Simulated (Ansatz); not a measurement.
**Sn (Fd-3m, 2 atoms in the cell): zone-centre modes under pressure**

Wanted: Grüneisen parameters and pressure coefficients of the modes of Sn (Fd-3m, 2 atoms in the cell).

Main program and level: Ansatz 0.2.0; DFT r2SCAN, scalar-relativistic, plane waves, PAW; PAW set soft_1.

The database entry behind the starting cell differs from later determinations by our own check (about 0.3 % short, nanocrystals), so it need not match the best structure at ambient conditions.

## Step 1: The structure

The structure is cubic, space group Fd-3m (No. 227). The conventional cell has a = 6.467 Å, b = 6.467 Å, c = 6.467 Å, α = 90.00°, β = 90.00°, γ = 90.00°. Nearest to Sn lie 4 Sn at 2.80 Å.

## Step 2: Bringing the structure to rest

The cell and atoms are relaxed, since residual forces and stress would shift the frequencies.

The input, input.yaml:

```yaml
crystal:
  lattice:
    - [0.0, 3.2333428, 3.2333428]
    - [3.2333428, 0.0, 3.2333428]
    - [3.2333428, 3.2333428, 0.0]
  atoms:
    - { symbol: Sn, position: [0.5, 0.5, 0.5] }
    - { symbol: Sn, position: [0.75, 0.75, 0.75] }
kpoints:
  mp_grid: { grid: [12, 12, 12] }
hamiltonian:
  xc: r2scan
  pseudopotentials: { kind: paw, azcp: { folder: soft_1 } }
scf:
  occupations: { method: gaussian, width: 0.1 }
output:
  forces: true
  stress: true
  eigenvalues: true
  write_density: true
  write_potential: true
  elf: true
  volumetric_format: npy
relax:
  adjacent_minimum: "off"
  f_tol: 0.005
  max_steps: 80
  cell: { stress_tol: 0.05 }
```

On the command line:

```bash
$ ansatz run input.yaml --threads 4 --pin off --max-ram 10240MiB --backend cpu --events-out ev --progress --plain --runs-dir out
```

Numbers of over 12 decimals in the logs are rounded to 6 here.

The log of the run:

```text
Engine: ansatz 0.2.0, x86_64-unknown-linux-gnu
Pseudopotentials: kind: paw
Pseudopotential: Sn, paw, valence charge 14, recommended cutoff 500 eV (meta_gga), soft_1/Sn.paw.azcp
Functional definition: r2SCAN
  parameter k0 = 0.174
  parameter k1 = 0.065
  parameter a1 = 4.9479
  exchange = r2scan_x(k0 = k0, k1 = k1, a1 = a1)
  correlation = r2scan_c
Crystal: 2 atoms, lattice volume = 67.606 Å³
Basis set: ecut = 500 eV, 1759 PW (Γ), exchange–correlation on 144×144×144 points (64 copies of the dense FFT grid, shifted against one another)
Bands: 18, of which v1, the nominal top of the filled ones, is band 14 counted from 1 (13 counted from 0)
Symmetry: 48 space group operations
Space group: Fd-3m (ITA 227), of the structure as read, at distance tolerance 4.1e-5 Å
k-points: 72 of 1728
Non-local potential: Sn, projectors of the file, l = 0: 2, l = 1: 2, l = 2: 2, l = 3: 1
PAW form: soft (Blöchl's): semilocal exchange-correlation on the pseudo side does not see the compensation charge
PAW frozen core: Sn, regenerated for the run's functional (the file was generated under x = pbe(κ = 0.804, μ = 0.219515), c = pbe(β = 0.066725))
PAW one-centre angular grid: Sn, 590 points (default); XC on 160 Gauss nodes
Initial density: superposition of atomic densities (chi_scale 0.1, normalization cell)
Initial wavefunctions: pseudopotential atomic-orbital guess
Functional: x = r2scan, c = r2scan; τ floored in thin density (d = 2e-4 eV/Å³)
iter 1 solved again at ethr=1.20e-3 eV; its pass at ethr=3.10e-3 eV (dr2=3.35e-1 eV) is discarded
SCF iter   1: F=—  HF=-12077.314118 eV  |F-HF|=—  |Δ(HF+E_count)|=         —  Δρ=2.26e-2  dr2=3.37e-1  dr2_τ=4.93e-3  ethr=1.20e-3  ⟨swp⟩=1.0  Hψ=8937  notcnv=0
preconditioner: auto → Kerker (q_TF=auto, 2.356 Å⁻¹)  [metal: Δε(μ)=0.098 eV  Ē_g=20.987 eV  σ=0.100 eV  W_gap=0.44  n_scr=14 (ndim 8)  ℏωp=23.9 eV  f_vac=0.004  D(μ)=0.05/eV (n_scr^D=0)]
SCF iter   2: F=—  HF=-12077.363515 eV  |F-HF|=—  |Δ(HF+E_count)|=   4.94e-2  Δρ=1.55e-2  dr2=1.74e-1  dr2_τ=1.17e-3  ethr=1.20e-3  ⟨swp⟩=2.0  Hψ=1526  notcnv=0
preconditioner: auto → none  [insulator: Δε(μ)=0.140 eV  Ē_g=21.058 eV  σ=0.100 eV  W_gap=0.58  n_scr=14 (ndim 8)  ℏωp=23.9 eV  f_vac=0.008  D(μ)=0.04/eV (n_scr^D=0)  ε∞_Penn≈2.3]
SCF iter   3: F=—  HF=-12077.387296 eV  |F-HF|=—  |Δ(HF+E_count)|=   2.38e-2  Δρ=2.39e-3  dr2=4.35e-3  dr2_τ=5.78e-5  ethr=6.21e-4  ⟨swp⟩=2.8  Hψ=1844  notcnv=0
SCF iter   4: F=—  HF=-12077.387909 eV  |F-HF|=—  |Δ(HF+E_count)|=   6.13e-4  Δρ=5.19e-4  dr2=2.00e-4  dr2_τ=3.54e-6  ethr=1.55e-5  ⟨swp⟩=2.0  Hψ=2050  notcnv=0
SCF iter   5: F=—  HF=-12077.387994 eV  |F-HF|=—  |Δ(HF+E_count)|=   8.48e-5  Δρ=9.82e-5  dr2=4.94e-6  dr2_τ=1.59e-7  ethr=7.13e-7  ⟨swp⟩=2.0  Hψ=2306  notcnv=0
SCF iter   6: F=—  HF=-12077.387997 eV  |F-HF|=—  |Δ(HF+E_count)|=   2.93e-6  Δρ=1.61e-5  dr2=8.77e-8  dr2_τ=1.35e-9  ethr=3.57e-10  ⟨swp⟩=10.0  Hψ=10626  notcnv=0
SCF iter   7: F=-12077.387997 eV  HF=-12077.387997 eV  |F-HF|=1.93e-9  |Δ(HF+E_count)|=   1.05e-7  Δρ=2.33e-6  dr2=1.84e-9  dr2_τ=4.00e-11  ethr=3.13e-10  ⟨swp⟩=6.9  Hψ=7696  notcnv=0
SCF 1 converged in 7 iterations: F = -12077.387997 eV  dr2 = 1.84e-9
  greatest PAW one-centre occupation: 0.989 electrons in one spin orbital (limit 2), on the Sn atom at site 1 (counted from 0), in its partial waves of l = 2
relax step   1: F+E_penalty+E_count = -12077.38799701 eV  Δ(F+E_penalty+E_count) = +0.000e0 eV  max|allowed force component| = 1.388e-17 eV/Å  Δτ_max = 0.0000 Å  P = +2.242 GPa  Ω = 67.606 Å³  (7 SCF iters, dr2 threshold 1.00e-7 eV, accepted)
Crystal: 2 atoms, lattice volume = 73.119 Å³
Basis set: ecut = 500 eV, 1837 PW (Γ), exchange–correlation on 144×144×144 points (64 copies of the dense FFT grid, shifted against one another)
Initial density: handed on by an earlier stage of this run
Initial wavefunctions: those handed on with the density
iter 1 solved again at ethr=1.28e-5 eV; its pass at ethr=3.10e-3 eV (dr2=3.58e-3 eV) is discarded
SCF iter   1: F=—  HF=-12077.292846 eV  |F-HF|=—  |Δ(HF+E_count)|=         —  Δρ=1.59e-3  dr2=3.48e-3  dr2_τ=2.39e-2  ethr=1.28e-5  ⟨swp⟩=2.9  Hψ=9365  notcnv=0
preconditioner: auto → Kerker (q_TF=auto, 2.325 Å⁻¹)  [metal: Δε(μ)=0.129 eV  Ē_g=20.707 eV  σ=0.100 eV  W_gap=0.49  n_scr=14 (ndim 8)  ℏωp=23.0 eV  f_vac=0.128  D(μ)=0.09/eV (n_scr^D=0)]
SCF iter   2: F=—  HF=-12077.399760 eV  |F-HF|=—  |Δ(HF+E_count)|=   1.07e-1  Δρ=1.65e-3  dr2=2.85e-3  dr2_τ=8.34e-6  ethr=1.24e-5  ⟨swp⟩=2.6  Hψ=2635  notcnv=0
preconditioner: auto → none  [insulator: Δε(μ)=0.128 eV  Ē_g=20.699 eV  σ=0.100 eV  W_gap=0.57  n_scr=14 (ndim 8)  ℏωp=23.0 eV  f_vac=0.123  D(μ)=0.13/eV (n_scr^D=0)  ε∞_Penn≈2.2]
SCF iter   3: F=—  HF=-12077.400080 eV  |F-HF|=—  |Δ(HF+E_count)|=   3.20e-4  Δρ=7.33e-4  dr2=6.59e-4  dr2_τ=9.06e-6  ethr=1.02e-5  ⟨swp⟩=1.0  Hψ=1296  notcnv=0
SCF iter   4: F=—  HF=-12077.400213 eV  |F-HF|=—  |Δ(HF+E_count)|=   1.32e-4  Δρ=3.43e-4  dr2=5.89e-5  dr2_τ=8.61e-7  ethr=2.36e-6  ⟨swp⟩=2.0  Hψ=1586  notcnv=0
SCF iter   5: F=—  HF=-12077.400240 eV  |F-HF|=—  |Δ(HF+E_count)|=   2.76e-5  Δρ=2.52e-4  dr2=2.90e-5  dr2_τ=3.01e-7  ethr=2.10e-7  ⟨swp⟩=1.0  Hψ=1296  notcnv=0
SCF iter   6: F=—  HF=-12077.400253 eV  |F-HF|=—  |Δ(HF+E_count)|=   1.27e-5  Δρ=1.38e-4  dr2=8.87e-6  dr2_τ=1.08e-7  ethr=1.03e-7  ⟨swp⟩=1.0  Hψ=1296  notcnv=0
SCF iter   7: F=—  HF=-12077.400258 eV  |F-HF|=—  |Δ(HF+E_count)|=   5.44e-6  Δρ=6.61e-5  dr2=1.99e-6  dr2_τ=2.64e-8  ethr=3.17e-8  ⟨swp⟩=1.7  Hψ=1507  notcnv=0
SCF iter   8: F=-12077.400260 eV  HF=-12077.400260 eV  |F-HF|=2.05e-8  |Δ(HF+E_count)|=   1.64e-6  Δρ=7.35e-6  dr2=2.30e-8  dr2_τ=3.08e-10  ethr=7.14e-10  ⟨swp⟩=7.8  Hψ=8611  notcnv=0
SCF 2 converged in 8 iterations: F = -12077.400260 eV  dr2 = 2.30e-8
relax step   2: F+E_penalty+E_count = -12077.40025992 eV  Δ(F+E_penalty+E_count) = -1.226e-2 eV  max|allowed force component| = 1.850e-17 eV/Å  Δτ_max = 0.0000 Å  P = -1.252 GPa  Ω = 73.119 Å³  energy of the carried Pulay correction = -1.459e-4 eV  (8 SCF iters, dr2 threshold 2.00e-7 eV, accepted)
Crystal: 2 atoms, lattice volume = 71.043 Å³
Basis set: ecut = 500 eV, 1807 PW (Γ), exchange–correlation on 144×144×144 points (64 copies of the dense FFT grid, shifted against one another)
iter 1 solved again at ethr=1.57e-6 eV; its pass at ethr=3.10e-3 eV (dr2=4.38e-4 eV) is discarded
SCF iter   1: F=—  HF=-12077.397678 eV  |F-HF|=—  |Δ(HF+E_count)|=         —  Δρ=5.68e-4  dr2=4.25e-4  dr2_τ=3.02e-3  ethr=1.57e-6  ⟨swp⟩=2.6  Hψ=8690  notcnv=0
preconditioner: auto → none  [insulator: Δε(μ)=0.141 eV  Ē_g=20.822 eV  σ=0.100 eV  W_gap=0.56  n_scr=14 (ndim 8)  ℏωp=23.3 eV  f_vac=0.095  D(μ)=0.10/eV (n_scr^D=0)  ε∞_Penn≈2.3]
SCF iter   2: F=—  HF=-12077.409363 eV  |F-HF|=—  |Δ(HF+E_count)|=   1.17e-2  Δρ=4.80e-4  dr2=1.59e-4  dr2_τ=8.03e-7  ethr=1.52e-6  ⟨swp⟩=2.2  Hψ=2344  notcnv=0
SCF iter   3: F=—  HF=-12077.409434 eV  |F-HF|=—  |Δ(HF+E_count)|=   7.09e-5  Δρ=1.23e-4  dr2=1.15e-5  dr2_τ=7.16e-7  ethr=5.69e-7  ⟨swp⟩=2.0  Hψ=2306  notcnv=0
SCF iter   4: F=—  HF=-12077.409430 eV  |F-HF|=—  |Δ(HF+E_count)|=   3.59e-6  Δρ=4.35e-5  dr2=8.84e-7  dr2_τ=3.93e-8  ethr=4.09e-8  ⟨swp⟩=2.0  Hψ=2306  notcnv=0
SCF iter   5: F=-12077.409431 eV  HF=-12077.409431 eV  |F-HF|=3.19e-8  |Δ(HF+E_count)|=   3.88e-7  Δρ=1.30e-5  dr2=8.21e-8  dr2_τ=1.37e-9  ethr=7.14e-10  ⟨swp⟩=10.9  Hψ=9868  notcnv=0
SCF 3 converged in 5 iterations: F = -12077.409431 eV  dr2 = 8.21e-8
relax step   3: F+E_penalty+E_count = -12077.40943084 eV  Δ(F+E_penalty+E_count) = -9.171e-3 eV  max|allowed force component| = 6.014e-17 eV/Å  Δτ_max = 0.0000 Å  P = -0.122 GPa  Ω = 71.043 Å³  energy of the carried Pulay correction = -9.233e-5 eV  (5 SCF iters, dr2 threshold 2.00e-7 eV, accepted)
[...]
relax step   4: F+E_penalty+E_count = -12077.40951348 eV  Δ(F+E_penalty+E_count) = -8.264e-5 eV  max|allowed force component| = 4.626e-17 eV/Å  Δτ_max = 0.0000 Å  P = -0.002 GPa  Ω = 70.843 Å³  energy of the carried Pulay correction = -8.708e-5 eV  (4 SCF iters, dr2 threshold 3.71e-8 eV, accepted)
Initial wavefunctions: pseudopotential atomic-orbital guess (no wavefunctions were taken with the density)
iter 1 solved again at ethr=2.01e-7 eV; its pass at ethr=3.10e-3 eV (dr2=5.64e-5 eV) is discarded
SCF iter   1: F=—  HF=-12077.409495 eV  |F-HF|=—  |Δ(HF+E_count)|=         —  Δρ=9.62e-5  dr2=1.29e-7  dr2_τ=2.14e-8  ethr=2.01e-7  ⟨swp⟩=3.7  Hψ=11116  notcnv=0
preconditioner: auto → Kerker (q_TF=auto, 2.337 Å⁻¹)  [metal: Δε(μ)=0.140 eV  Ē_g=20.826 eV  σ=0.100 eV  W_gap=0.50  n_scr=14 (ndim 8)  ℏωp=23.3 eV  f_vac=0.101  D(μ)=0.08/eV (n_scr^D=0)]
SCF iter   2: F=—  HF=-12077.409575 eV  |F-HF|=—  |Δ(HF+E_count)|=   7.94e-5  Δρ=4.87e-5  dr2=3.44e-8  dr2_τ=3.70e-7  ethr=4.59e-10  ⟨swp⟩=2.2  Hψ=1977  notcnv=0
SCF iter   3: F=—  HF=-12077.409593 eV  |F-HF|=—  |Δ(HF+E_count)|=   1.78e-5  Δρ=1.19e-6  dr2=7.13e-10  dr2_τ=3.30e-11  ethr=1.23e-10  ⟨swp⟩=2.7  Hψ=2315  notcnv=0
SCF iter   4: F=—  HF=-12077.409593 eV  |F-HF|=—  |Δ(HF+E_count)|=   2.37e-8  Δρ=4.68e-7  dr2=2.31e-10  dr2_τ=2.14e-12  ethr=2.55e-12  ⟨swp⟩=3.0  Hψ=2418  notcnv=0
SCF iter   5: F=—  HF=-12077.409593 eV  |F-HF|=—  |Δ(HF+E_count)|=   1.75e-9  Δρ=2.15e-7  dr2=4.09e-11  dr2_τ=2.57e-12  ethr=1.00e-12  ⟨swp⟩=2.0  Hψ=1588  notcnv=0
SCF iter   6: F=-12077.409593 eV  HF=-12077.409593 eV  |F-HF|=7.28e-12  |Δ(HF+E_count)|=  7.82e-11  Δρ=5.73e-8  dr2=3.84e-12  dr2_τ=1.18e-13  ethr=1.00e-12  ⟨swp⟩=6.4  Hψ=5241  notcnv=0
SCF 5 converged in 6 iterations: F = -12077.409593 eV  dr2 = 3.84e-12
relax step   5: F+E_penalty+E_count = -12077.40959257 eV  Δ(F+E_penalty+E_count) = -7.908e-5 eV  max|allowed force component| = 1.214e-17 eV/Å  Δτ_max = 0.0000 Å  P = -0.003 GPa  Ω = 70.843 Å³  stress off target by 2.73e-3 GPa  SCF on the basis re-selected at this cell (its energy is not comparable with the rows above)  (6 SCF iters)
basis re-selected at this cell: Δ(F+E_penalty+E_count) = -7.908e-5 eV, ΔP = -0.001 GPa vs the last step (what re-selecting the basis moved, of the pressure what is left beyond the Pulay correction that the steps carried, after the strain that the cell walked since its last selection, with what the two solves' SCF thresholds leave and, on support functions, any second-order correction that the steps lacked; it is no m [...]
SCF converged after 6 iterations
Free energy (F): -12077.409593 eV
Harris-Foulkes:  -12077.409593 eV  (|F-HF|=7.28e-12)
Internal energy: -12077.409197 eV  (E = F + TS)
E sigma→0 (E₀):  -12077.409395 eV
Entropy (-TS):   -0.000396 eV (-0.198 meV/atom)
Fermi energy:    7.363165 eV
--- Per-component energies (eV) ---
  E_band       = -276.118394
  E_kinetic    = 334.079002
  E_local      = -2662.680969  (includes V_loc(G=0)·N_el)
  E_nonlocal   = 289.082296
  E_hartree    = 1295.190842
  E_xc         = -229.224447
  E_vxc        = -168.557533  (∫ρ·V_xc dr)
  E_paw        = -8790.671153  (= ΣΔE_a)
  E_vpaw       = -669.502703  (= ΣTr[D̂ρ^β])
  E_aug_tail   = 0.000194  (compensation charges beyond the density's cutoff)
  E_vtau       = 11.079524  (kinetic-family band-sum trace: ∫τ·v_τ [+ j·A + Jᵃ·Aᵃ] dr)
  E_ewald      = -2314.655605
  E_core_change = 1.470642  (= ΣΔE_core)
  E_smearing   = -0.000396  (= −TS)
  E_closure    = 0.000000  (closes the sum)
  Σ components = -12077.409593   (vs F -12077.409593, Δ=0.00e0)
--- Forces (eV/Å), atoms counted from 1 ---
  atom   1  Sn    -0.00000000     0.00000000     0.00000000
  atom   2  Sn    -0.00000000    -0.00000000     0.00000000
  max |Σ_I F_I| component: 3.70e-17 eV/Å
--- Stress (GPa, compression-positive) ---
       -0.002734      -0.000000      -0.000000
       -0.000000      -0.002734       0.000000
       -0.000000       0.000000      -0.002734
  P = ⅓ Tr σ = -0.0027 GPa (-0.027 kbar)
--- Band table (eV; the first three rows and the last of 72) ---
  k-point 0: bands = [... 10 lower, -3.5213, 6.7418, 7.3679, 7.3679, 7.3679, 9.5811, 9.5811, 9.5811]
  k-point 1: bands = [... 10 lower, -3.4527, 5.7687, 7.2275, 7.2275, 7.8905, 9.7631, 9.7631, 9.8898]
  k-point 2: bands = [... 10 lower, -3.2500, 4.4651, 6.9244, 6.9244, 7.9649, 10.1543, 10.1543, 10.8207]
  k-point 71: bands = [... 10 lower, -0.3123, -0.3123, 4.2533, 4.2533, 10.9079, 10.9079, 11.5721, 11.5721]
--- Relaxed structure (4 steps of the walk, 4 accepted, 1 SCFs on fresh bases) ---
  F+E_penalty+E_count = -12077.40959257 eV   max|allowed force component| = 1.214e-17 eV/Å   (the final SCF, on the basis selected at the relaxed cell)
  cell:  # Å, volume = 70.8429 Å³
    - [0, 3.284144, 3.284144]
    - [3.284144, 0, 3.284144]
    - [3.284144, 3.284144, 0]
  atoms:
    - { symbol: Sn, position: [0.5, 0.5, 0.5] }
    - { symbol: Sn, position: [0.750000, 0.750000, 0.750000] }
```

Wall time 13 s (4 threads of Intel Xeon at 2.60GHz (Ice Lake), shared host); peak memory 0.67 GiB.

Relaxation path:

```csv
step,energy less that of the first step (eV),largest force component (eV/Å),pressure (GPa),volume (Å³)
1,0.0000,0.0000,2.24,67.61
2,-0.0123,0.0000,-1.25,73.12
3,-0.0214,0.0000,-0.12,71.04
4,-0.0215,0.0000,0.00,70.84
5*,-0.0216,0.0000,0.00,70.84
```

Relaxation steps marked * repeat the geometry before them on a plane-wave basis chosen anew for their cell, so energy and pressure can jump there.

Forces are held to the 48 operations that the run works with; a distortion that breaks them can't arise in this run.

```csv
"conventional cell, symmetrised",before,after,change
a (Å),6.467,6.568,+1.6 %
b (Å),6.467,6.568,+1.6 %
c (Å),6.467,6.568,+1.6 %
volume (Å³/atom),33.80,35.42,+4.8 %
```

The relaxed structure:

```cif
data_structure
_symmetry_space_group_name_H-M 'P 1'
_symmetry_Int_Tables_number 1
_cell_length_a 4.6445
_cell_length_b 4.6445
_cell_length_c 4.6445
_cell_angle_alpha 60.000
_cell_angle_beta 60.000
_cell_angle_gamma 60.000
_cell_volume 70.84
loop_
_atom_site_label
_atom_site_type_symbol
_atom_site_fract_x
_atom_site_fract_y
_atom_site_fract_z
_atom_site_occupancy
Sn1 Sn 0.50000 0.50000 0.50000 1
Sn2 Sn 0.75000 0.75000 0.75000 1
```

This step gave:

```yaml
pressure: -0.002734 GPa
volume_per_atom: 35.42 Å³
gap_on_the_k_mesh: 0 eV
```

Valence density in the ac plane of a cell with a along [110], b along [-110] and c along [001] of the cube at fractional y = 0.000, with atoms of Sn within 0.2 Å of it. It is the smooth field of the valence electrons, not physical close to the nuclei.

Ten steps, logarithmic in the rise over the least value, from '_' (0 e/Å³) to '@' (11 e/Å³), each cell a mean:
```
@@%%++::..______....--**@@@@%%++::..______....--**@@
##++--..__________..::==**##++--..__________..::==**
----::..____________..::------::..____________..::--
......________________..........________________....
..________________________..________________________
____________________________________________________
____________________________________________________
____________________________________________________
____________________________________________________
________..........________________..........________
______..::------::..____________..::------::..______
______..--++##**==::..__________..--++##**==::..____
____..::++%%@@@@**--....______..::++%%@@@@**--....__
....::::++%%@@@@##--::........::::++%%@@@@##--::....
::::::--==##%%%%++--::::::::::::--==##%%%%++--::::::
++==------==++++--------++++==------==++++--------++
%%##==--::::::::::::--++%%%%##==--::::::::::::--++%%
@@%%++::::........::--##@@@@%%++::::........::--##@@
```
Columns run along a (9.3 Å), rows up along c (6.6 Å), edges of the conventional cell, whose origin can differ from the input's. Atoms in or near the plane, at fractional coordinates: Sn at (0.00, 0.00), Sn at (0.50, 0.00), Sn at (0.25, 0.25), Sn at (0.75, 0.25).

Electrostatic potential energy in the ac plane of a cell with a along [110], b along [-110] and c along [001] of the cube at fractional y = 0.000, with atoms of Sn within 0.2 Å of it. With pseudopotentials it is smooth inside the atoms' cores, unlike the true potential.

Values in eV, 10 rows by 16 columns, each cell a mean:
```
 -5 -13   7  10  10   8  -7 -11  -5 -13   7  10  10   8  -7 -11
 -5   4   9  11  11  10   6  -3  -5   4   9  11  11  10   6  -3
  9  10  11  11  11  11  10   9   9  10  11  11  11  11  10   9
 11  11  11  11  11  11  11  11  11  11  11  11  11  11  11  11
 11  11  11  10  10  10  11  11  11  11  11  10  10  10  11  11
 11  10   8   3   2   7  10  11  11  10   8   3   2   7  10  11
 10   9  -3 -15 -12 -10   7  10  10   9  -3 -15 -12 -10   7  10
  8   7 -11   0   8 -16   5   8   8   7 -11   0   8 -16   5   8
-12   0   0 -14 -15  -5   2 -10 -12   0   0 -14 -15  -5   2 -10
  3 -15   5   6   6   6  -9  -5   3 -15   5   6   6   6  -9  -5
```
Columns run along a (9.3 Å; values clipped at the 3rd and 97th percentile), rows up along c (6.6 Å), edges of the conventional cell, whose origin can differ from the input's. Atoms in or near the plane, at fractional coordinates: Sn at (0.00, 0.00), Sn at (0.50, 0.00), Sn at (0.25, 0.25), Sn at (0.75, 0.25).

ELF in the ac plane of a cell with a along [110], b along [-110] and c along [001] of the cube at fractional y = 0.000, with atoms of Sn within 0.2 Å of it. It is the smooth field of the valence electrons, not physical close to the nuclei.

Ten even steps from '_' (0.00) to '@' (0.61), each cell a mean:
```
__..==++**==--==++**++::____..==++**==--==++**++::__
::--++++==::....--++++==::::--++++==::....--++++==::
==++++++::______..==++++++==++++++::______..==++++++
****++--..________::==++******++--..________::==++**
====::..____________::--======::..____________::--==
....__________________........__________________....
____________________________________________________
__________........__________________........________
______..::--====--..____________..::--====--..______
____..--++******++==::________..--++******++==::____
____::++++++==++++++==..______::++++++==++++++==..__
..::==++++--::::==++++--....::==++++--::::==++++--..
--==**++==..____::++**++----==**++==..____::++**++--
**##%%**--______::++%%%%****##%%**--______::++%%%%**
++##@@%%++::__..--**@@%%**++##@@%%++::__..--**@@%%**
==++##@@##==--==**@@@@**====++##@@##==--==**@@@@**==
__::++%%@@##++**%%@@**--..__::++%%@@##++**%%@@**--..
____--**%%##****%%%%++::______--**%%##****%%%%++::__
```
Columns run along a (9.3 Å), rows up along c (6.6 Å), edges of the conventional cell, whose origin can differ from the input's. Atoms in or near the plane, at fractional coordinates: Sn at (0.00, 0.00), Sn at (0.50, 0.00), Sn at (0.25, 0.25), Sn at (0.75, 0.25).

In this step the volume went from 33.80 to 35.42 Å³/atom.

(Part 1 of 2 ends here.)

[Logs are printed without paths, hosts, clocks, repeated set-up lines and the standing remarks that a program may print on its own settings, such as how far it seeks lower states.]

[Hosts, paths, dates, database ids (printed as entryN), source tags and the programs' standing remarks are cut or masked in the printed files.]
